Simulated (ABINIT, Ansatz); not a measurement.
# Titanium (P6_3/mmc): phonons by linear response, part 2 of 4

Aim: the phonon dispersion of Titanium (P6_3/mmc), checked by a second program.

ABINIT 10.8.3; DFT PBEsol, scalar-relativistic, plane waves, PseudoDojo norm-conserving pseudopotentials.

So far. Step 3 (Relaxing the cell and atoms): The volume changes by -5.0 % in this run and stands -5.0 % from the first cell. The relaxed cell has a = 2.902, c = 4.594 Å (conventional setting).

## 5. Linear response at Γ

At q = 0 one unit cell holds all displacements. The response is solved for single atoms along the cell's directions, and symmetry skips those that follow from others. The crystal is treated as a metal, which screens a static field, so no field response is asked.

File dfpt_gamma.abi:

```

# common to the responses
getwfk_filepath "gso_WFK"
kptopt 2
nqpt 1
qpt 0.0 0.0 0.0
asr 0
chneut 0

# displacements
rfphon 1
rfatpol 1 2
rfdir 1 1 1
tolvrs 1.0d-10
prtwf 0
prtpot 1

# basis, mesh and filling
ecut 38.0
ngkpt 12 12 6
nshiftk 1
shiftk 0.0 0.0 0.0
istwfk *1
occopt 7
tsmear 0.01
nband 19
nstep 100
diemac 1000000.0
prtebands 0
prtgsr 0

# cell and atoms
acell 5.48483844 5.48483844 8.681617462
rprim 
    1.0 0.0 0.0
    -0.5 0.8660254038 0.0
    0.0 0.0 1.0
ntypat 1
znucl 22
natom 2
typat 1 1
xred 
    1/3 2/3 0.25
    2/3 1/3 0.75
pp_dirpath "./pseudo"
pseudos "Ti.upf"
```

The run is started by

```console
OMP_NUM_THREADS=1 mpirun -n 16 abinit dfpt_gamma.abi > dfpt_gamma.log
```

Numbers of over 12 decimals in the logs are rounded to 6 here.

dfpt_gamma.abo, the main output file:

```text
[banners, grids, parts of the stress and lines that vanish by symmetry left out]
- input  file    -> dfpt_gamma.abi
- output file    -> dfpt_gamma.abo
- root for input  files -> dfpt_gammai
- root for output files -> dfpt_gammao

 Symmetries : space group P6_3/m m c (#194); Bravais hP (primitive hexag.)
================================================================================
 Values of the parameters that define the memory need of the present run (RF).
     intxc =       0      iscf =       7    lmnmax =       6     lnmax =       6
     mgfft =      50  mpssoang =       3    mqgrid =    3001     natom =       2
  nloc_mem =       1    nspden =       1   nspinor =       1    nsppol =       1
      nsym =      24    n1xccc =    2501    ntypat =       1    occopt =       7
   xclevel =       2
-    mband =          19        mffmem =           1         mkmem =          28
-   mkqmem =          28        mk1mem =          28           mpw =        2568
      nfft =       51200          nkpt =         436
- my_mband =          19
================================================================================
================================================================================

--------------------------------------------------------------------------------
------------- Echo of variables that govern the present computation ------------
--------------------------------------------------------------------------------
-
- outvars: echo of selected default values
-   iomode0 =  0 , fftalg0 =312 , wfoptalg0 =  0
-
- outvars: echo of global parameters not present in the input file
-  max_nthreads =    1
-
 -outvars: echo values of preprocessed input variables
 [... echo left out ...]
================================================================================

 chkinp: Checking input parameters for consistency.

[...]
== DATASET  1 ==================================================================
-   mpi_nproc: 16, omp_nthreads: 1 (-1 if OMP is not activated)

--- !DatasetInfo
iteration_state: {dtset: 1, }
dimensions: {natom: 2, nkpt: 436, mband: 19, nsppol: 1, nspinor: 1, nspden: 1, mpw: 2568, }
cutoff_energies: {ecut:  38.0, pawecutdg:  -1.0, }
electrons: {nelect:   2.40000000E+01, charge:   0.00000000E+00, occopt:   7.00000000E+00, tsmear:   1.00000000E-02, }
meta: {optdriver: 1, rfphon: 1, }
...

 mkfilename: getwfk from: gso_WFK

 Real(R)+Recip(G) space primitive vectors, cartesian coordinates (Bohr,Bohr^-1):
 R(1)=  5.4848384  0.0000000  0.0000000  G(1)=  0.1823208  0.1052629  0.0000000
 R(2)= -2.7424192  4.7500094  0.0000000  G(2)=  0.0000000  0.2105259  0.0000000
 R(3)=  0.0000000  0.0000000  8.6816175  G(3)=  0.0000000  0.0000000  0.1151859
 Unit cell volume ucvol=  2.2618248E+02 bohr^3
 Angles (23,13,12)=  9.00000000E+01  9.00000000E+01  1.20000000E+02 degrees
 setup1 : take into account q-point for computing boxcut.

 getcut: wavevector=  0.0000  0.0000  0.0000  ngfft=  32  32  50
         ecut(hartree)=     38.000   => boxcut(ratio)=   2.07545

--- Pseudopotential description ------------------------------------------------
- pspini: atom type   1  psp file is ./pseudo/Ti.upf

   7.08921687E+02                                ecore*ucvol(ha*bohr**3)
--------------------------------------------------------------------------------

 ==>  initialize data related to q vector <==

 The list of irreducible perturbations for this q vector is:
    1)    idir= 1    ipert=   1
    2)    idir= 3    ipert=   1

[...]
The perturbation idir=   2  ipert=   1 is
 symmetric of a previously calculated perturbation.
 So, its SCF calculation is not needed.

 The perturbation idir=   1  ipert=   2 is
 symmetric of a previously calculated perturbation.
 So, its SCF calculation is not needed.

 The perturbation idir=   2  ipert=   2 is
 symmetric of a previously calculated perturbation.
 So, its SCF calculation is not needed.

 The perturbation idir=   3  ipert=   2 is
 symmetric of a previously calculated perturbation.
 So, its SCF calculation is not needed.

--------------------------------------------------------------------------------
 Perturbation wavevector (in red.coord.)   0.000000  0.000000  0.000000
 Perturbation : displacement of atom   1   along direction   1
 Found     2 symmetries that leave the perturbation invariant.

[...]
dfpt_looppert : total number of electrons, from k and k+q
  fully or partially occupied states are    2.400000E+01 and    2.400000E+01.
 Initialisation of the first-order wave-functions :
  ireadwf=   0

--- !BeginCycle
iteration_state: {dtset: 1, }
solver: {iscf: 7, nstep: 100, nline: 4, wfoptalg: 0, }
tolerances: {tolvrs: 1.00E-10, }
...

     iter   2DEtotal(Ha)        deltaE(Ha) residm    vres2
-ETOT  1   2.453223     -2.877E+03 7.228E+00 4.073E+02
 ETOT  2  0.498344     -1.955E+00 3.484E-01 1.261E+02
 ETOT  3  0.373832     -1.245E-01 3.613E-02 4.160E-01
 ETOT  4  0.372884     -9.485E-04 1.536E-02 3.657E+00
 ETOT  5  0.372865     -1.943E-05 2.875E-02 4.582E+00
[...]
At SCF step   15       vres2   =  3.97E-12 < tolvrs=  1.00E-10 =>converged.
[...]
Mean square residual over all n,k,spin=   88.980E-07; max=  93.327E-04

 Thirteen components of 2nd-order total energy (hartree) are
 1,2,3: 0th-order hamiltonian combined with 1st-order wavefunctions
     kin0=   2.42807502E+03 eigvalue=   1.51910956E+02  local=  -1.44611559E+03
 4,5,6: 1st-order hamiltonian combined with 1st and 0th-order wfs
 loc psp =  -2.83156789E+03  Hartree=   6.99028917E+02     xc=  -1.54583692E+02
 note that "loc psp" includes a xc core correction that could be resolved
 7,8,9: eventually, occupation + non-local contributions
    edocc=   3.00195655E+02     enl0=   9.00436762E+02   enl1=  -2.92632817E+03
 1-9 gives the relaxation energy (to be shifted if some occ is /=2.0)
   erelax=  -2.87894803E+03
 10,11,12 Non-relaxation  contributions : frozen-wavefunctions and Ewald
 fr.local=   1.41927591E+03 fr.nonlo=   1.46230398E+03  Ewald=   1.27042069E+01
 13,14 Frozen wf xc core corrections (1) and (2)
 frxc 1  =  -5.67284098E+01  frxc 2 =   4.17641217E+01
 Resulting in :
 2DEtotal=    0.3717764226E+00 Ha. Also 2DEtotal=    0.101165518327E+02 eV
    (2DErelax=   -2.8789480311E+03 Ha. 2DEnonrelax=    2.8793198076E+03 Ha)
    (  non-var. 2DEtotal :    3.7177788151E-01 Ha)

[...]
Perturbation wavevector (in red.coord.)   0.000000  0.000000  0.000000
 Perturbation : displacement of atom   1   along direction   3
 Found     6 symmetries that leave the perturbation invariant.

--------------------------------------------------------------------------------

--------------------------------------------------------------------------------

 dfpt_looppert : total number of electrons, from k and k+q
  fully or partially occupied states are    2.400000E+01 and    2.400000E+01.
 Initialisation of the first-order wave-functions :
  ireadwf=   0

--- !BeginCycle
iteration_state: {dtset: 1, }
solver: {iscf: 7, nstep: 100, nline: 4, wfoptalg: 0, }
tolerances: {tolvrs: 1.00E-10, }
...

     iter   2DEtotal(Ha)        deltaE(Ha) residm    vres2
-ETOT  1   14.647680634538     -7.650E+03 1.255E+01 4.136E+04
[...]
ETOT 18   2.822503      7.185E-11 1.321E-01 1.899E-10
 ETOT 19   2.822503     -2.301E-10 2.543E-01 1.632E-11

 At SCF step   19       vres2   =  1.63E-11 < tolvrs=  1.00E-10 =>converged.
[...]
Mean square residual over all n,k,spin=   22.178E-05; max=  25.427E-02

 Thirteen components of 2nd-order total energy (hartree) are
 1,2,3: 0th-order hamiltonian combined with 1st-order wavefunctions
     kin0=   6.16944687E+03 eigvalue=   3.94550612E+02  local=  -3.68815413E+03
 4,5,6: 1st-order hamiltonian combined with 1st and 0th-order wfs
 loc psp =  -8.07294238E+03  Hartree=   2.23312295E+03     xc=  -3.93475375E+02
 note that "loc psp" includes a xc core correction that could be resolved
 7,8,9: eventually, occupation + non-local contributions
    edocc=   7.19982067E+02     enl0=   2.22638931E+03   enl1=  -7.25078220E+03
 1-9 gives the relaxation energy (to be shifted if some occ is /=2.0)
   erelax=  -7.66186229E+03
 10,11,12 Non-relaxation  contributions : frozen-wavefunctions and Ewald
 fr.local=   3.54365711E+03 fr.nonlo=   3.61827055E+03  Ewald=   5.39338628E+02
 13,14 Frozen wf xc core corrections (1) and (2)
 frxc 1  =  -1.42290572E+02  frxc 2 =   1.05709081E+02
 Resulting in :
 2DEtotal=    0.2822503183E+01 Ha. Also 2DEtotal=    0.768042242901E+02 eV
    (2DErelax=   -7.6618622903E+03 Ha. 2DEnonrelax=    7.6646847935E+03 Ha)
    (  non-var. 2DEtotal :    2.8225037336E+00 Ha)

[...]
---- first-order wavefunction calculations are completed ----

 ==> Compute Derivative Database <==

 [... matrices left out ...]
  Phonon wavevector (reduced coordinates) :  0.00000  0.00000  0.00000
 Phonon energies in Hartree :
  -3.218025E-05 -1.987918E-05 -1.987918E-05  5.305926E-04  5.305926E-04
   9.269074E-04
 Phonon frequencies in cm-1    :
- -7.062748E+00 -4.362976E+00 -4.362976E+00  1.164516E+02  1.164516E+02
-  2.034327E+02

== END DATASET(S) ==============================================================
================================================================================

 -outvars: echo values of variables after computation
            acell      5.4848384400E+00  5.4848384400E+00  8.6816174620E+00 Bohr
           etotal      2.8225031829E+00
            fcart      0.0000000000E+00  0.0000000000E+00  0.0000000000E+00
           strten      0.0000000000E+00  0.0000000000E+00  0.0000000000E+00
================================================================================
```

Elapsed: 55 s, on 16 MPI ranks of Arm Neoverse V1, shared host; 15 min of CPU time.

This step gave:

```yaml
largest_acoustic_frequency_at_the_zone_centre_before_the_sum_rule: -7.06 cm⁻¹
highest_optical_zone_centre_mode_no_lo_to_term: 203.4 cm⁻¹
lowest_optical_zone_centre_mode: 116.5 cm⁻¹
```

The acoustic modes at Γ come out as far as 7.1 cm⁻¹ from zero, where they should vanish, a small numerical error.

## 6. Phonons on a q mesh

Linear response treats each wavevector of the 3×3×2 mesh in the unit cell; the first-order potentials are kept for the electron-phonon matrix elements.

File dfpt_q.abi:

```
ndtset 5

# wavevectors
qpt1 0.3333333333 0.0 0.0
qpt2 0.3333333333 0.3333333333 0.0
qpt3 0.0 0.0 0.5
qpt4 0.3333333333 0.0 0.5
qpt5 0.3333333333 0.3333333333 0.5

# displacements
getwfk_filepath "gso_WFK"
getwfq_filepath "gso_WFK"
kptopt 3
nqpt 1
rfphon 1
rfatpol 1 2
rfdir 1 1 1
tolvrs 1.0d-10
prtwf 0
prtpot 1

# basis, mesh and filling
ecut 38.0
ngkpt 12 12 6
nshiftk 1
shiftk 0.0 0.0 0.0
istwfk *1
occopt 7
tsmear 0.01
nband 19
nstep 100
diemac 1000000.0
prtebands 0
prtgsr 0

# cell and atoms
acell 5.48483844 5.48483844 8.681617462
rprim 
    1.0 0.0 0.0
    -0.5 0.8660254038 0.0
    0.0 0.0 1.0
ntypat 1
znucl 22
natom 2
typat 1 1
xred 
    1/3 2/3 0.25
    2/3 1/3 0.75
pp_dirpath "./pseudo"
pseudos "Ti.upf"
```

The run is started by

```console
OMP_NUM_THREADS=1 mpirun -n 16 abinit dfpt_q.abi > dfpt_q.log
```

dfpt_q.abo, the main output file:

```text
[banners, grids, parts of the stress and lines that vanish by symmetry left out]
- input  file    -> dfpt_q.abi
- output file    -> dfpt_q.abo
- root for input  files -> dfpt_qi
[...]
DATASET    1 : space group P6_3/m m c (#194); Bravais hP (primitive hexag.)
[...]
nfft =       51200          nkpt =         864
[...]
DATASET    2 : space group P6_3/m m c (#194); Bravais hP (primitive hexag.)
[...]
nfft =       51200          nkpt =         864
[...]
DATASET    3 : space group P6_3/m m c (#194); Bravais hP (primitive hexag.)
[...]
nfft =       51200          nkpt =         864
[...]
DATASET    4 : space group P6_3/m m c (#194); Bravais hP (primitive hexag.)
[...]
nfft =       51200          nkpt =         864
[...]
DATASET    5 : space group P6_3/m m c (#194); Bravais hP (primitive hexag.)
[...]
nfft =       51200          nkpt =         864
[...]
== DATASET  1 ==================================================================
[...]
cutoff_energies: {ecut:  38.0, pawecutdg:  -1.0, }
[...]
Perturbation : displacement of atom   1   along direction   1
[...]
-ETOT  1   37.251814685477     -3.070E+03 1.003E+01 4.224E+05
 ETOT  2   702.43729536653      6.652E+02 1.359E+01 8.191E+06
 ETOT  3   6.867102     -6.956E+02 7.499E+00 5.331E+04
 ETOT  4   6.236935     -6.302E-01 3.977E+00 1.554E+04
 ETOT  5   2.454681     -3.782E+00 4.392E+00 6.982E+02
[...]
At SCF step   20       vres2   =  3.23E-12 < tolvrs=  1.00E-10 =>converged.
[...]
Perturbation : displacement of atom   1   along direction   2
[...]
-ETOT  1   3.575387     -2.904E+03 7.153E+00 3.014E+02
[...]
At SCF step   17       vres2   =  8.96E-12 < tolvrs=  1.00E-10 =>converged.
[...]
Perturbation : displacement of atom   1   along direction   3
[...]
-ETOT  1   12.008274726608     -7.447E+03 1.746E+01 1.165E+04
[...]
At SCF step   18       vres2   =  3.55E-11 < tolvrs=  1.00E-10 =>converged.
[...]
Phonon wavevector (reduced coordinates) :  0.33333  0.00000  0.00000
 Phonon energies in Hartree :
[...]
Phonon frequencies in cm-1    :
-  8.249991E+01  1.032295E+02  2.043331E+02  2.131214E+02  2.131220E+02
-  2.386172E+02
[...]
== DATASET  2 ==================================================================
[...]
cutoff_energies: {ecut:  38.0, pawecutdg:  -1.0, }
[...]
Perturbation : displacement of atom   1   along direction   1
[...]
-ETOT  1   17.301547631856     -3.041E+03 1.041E+01 5.289E+04
[...]
At SCF step   19       vres2   =  5.74E-11 < tolvrs=  1.00E-10 =>converged.
[...]
Perturbation : displacement of atom   1   along direction   3
[...]
-ETOT  1   10.648224303985     -7.362E+03 4.394E+01 1.716E+03
[...]
Phonon wavevector (reduced coordinates) :  0.33333  0.33333  0.00000
 Phonon energies in Hartree :
[...]
Phonon frequencies in cm-1    :
-  1.741629E+02  1.741629E+02  1.918108E+02  1.918108E+02  2.209876E+02
-  2.837017E+02
[...]
== DATASET  3 ==================================================================
[...]
cutoff_energies: {ecut:  38.0, pawecutdg:  -1.0, }
[...]
Perturbation : displacement of atom   1   along direction   1
[...]
-ETOT  1   2.400429     -2.877E+03 6.993E+00 3.860E+02
[...]
Perturbation : displacement of atom   1   along direction   3
[...]
-ETOT  1   352.81304072393     -7.916E+03 3.869E+01 6.962E+06
[...]
Phonon wavevector (reduced coordinates) :  0.00000  0.00000  0.50000
 Phonon energies in Hartree :
[...]
Phonon frequencies in cm-1    :
-  8.722707E+01  8.722707E+01  8.722707E+01  8.722707E+01  1.926505E+02
-  1.926505E+02
[...]
== DATASET  4 ==================================================================
[...]
cutoff_energies: {ecut:  38.0, pawecutdg:  -1.0, }
[...]
Perturbation : displacement of atom   1   along direction   1
[...]
-ETOT  1   21.214196137340     -3.055E+03 1.115E+01 1.346E+05
[...]
Perturbation : displacement of atom   1   along direction   2
[...]
-ETOT  1   3.486934     -2.903E+03 8.702E+00 2.948E+02
[...]
Perturbation : displacement of atom   1   along direction   3
[...]
-ETOT  1   61.683686748089     -7.503E+03 3.777E+01 3.685E+05
[...]
Phonon wavevector (reduced coordinates) :  0.33333  0.00000  0.50000
 Phonon energies in Hartree :
[...]
Phonon frequencies in cm-1    :
-  1.590984E+02  1.590984E+02  1.612564E+02  1.612583E+02  2.491710E+02
-  2.491722E+02
[...]
== DATASET  5 ==================================================================
[...]
cutoff_energies: {ecut:  38.0, pawecutdg:  -1.0, }
[...]
Perturbation : displacement of atom   1   along direction   1
[...]
-ETOT  1   5.680539     -3.046E+03 8.784E+00 6.338E+03
[...]
At SCF step   16       vres2   =  2.69E-11 < tolvrs=  1.00E-10 =>converged.
[...]
Perturbation : displacement of atom   1   along direction   3
[...]
-ETOT  1   13.763003030673     -7.391E+03 3.983E+01 4.902E+03
[...]
ETOT 17   6.703146      8.185E-11 5.472E+01 2.265E-10
 ETOT 18   6.703146     -1.701E-10 1.730E+01 4.510E-12
 At SCF step   18       vres2   =  4.51E-12 < tolvrs=  1.00E-10 =>converged.
[...]
Phonon wavevector (reduced coordinates) :  0.33333  0.33333  0.50000
 Phonon energies in Hartree :
[...]
Phonon frequencies in cm-1    :
-  6.881357E+01  6.881357E+01  2.503070E+02  2.503070E+02  2.610014E+02
-  2.610014E+02
[...]
strten3     0.0000000000E+00  0.0000000000E+00  0.0000000000E+00
           
================================================================================
```

Elapsed: 19 min, on 16 MPI ranks; 5.1 h of CPU time.

Read from the output:

```yaml
lowest_mode_on_the_q_mesh_acoustic_ones_at_the_zone_centre_apart: 68.81 cm⁻¹
```

Frequencies (cm⁻¹) before the sum rule at the irreducible wavevectors but Γ, which is solved apart; negative means imaginary. Frequencies by wavevector:

| q (fractions) | star | mode 1 | mode 2 | mode 3 | mode 4 | mode 5 | mode 6 |
| --- | --- | --- | --- | --- | --- | --- | --- |
| 0.3333 0 0 | 6 | 82.5 | 103.2 | 204.3 | 213.1 | 213.1 | 238.6 |
| 0.3333 0.3333 0 | 2 | 174.2 | 174.2 | 191.8 | 191.8 | 221 | 283.7 |
| 0 0 0.5 | 1 | 87.23 | 87.23 | 87.23 | 87.23 | 192.7 | 192.7 |
| 0.3333 0 0.5 | 6 | 159.1 | 159.1 | 161.3 | 161.3 | 249.2 | 249.2 |
| 0.3333 0.3333 0.5 | 2 | 68.81 | 68.81 | 250.3 | 250.3 | 261 | 261 |

(Part 2 of 4 ends here.)

[Host names and launcher messages were left out of these logs when they were recorded.]

[Logs are printed without paths, hosts, clocks, repeated set-up lines and the standing remarks that a program may print on its own settings, such as how far it seeks lower states.]

[Hosts, paths, dates, database ids (printed as entryN), source tags and the programs' standing remarks are cut or masked in the printed files.]
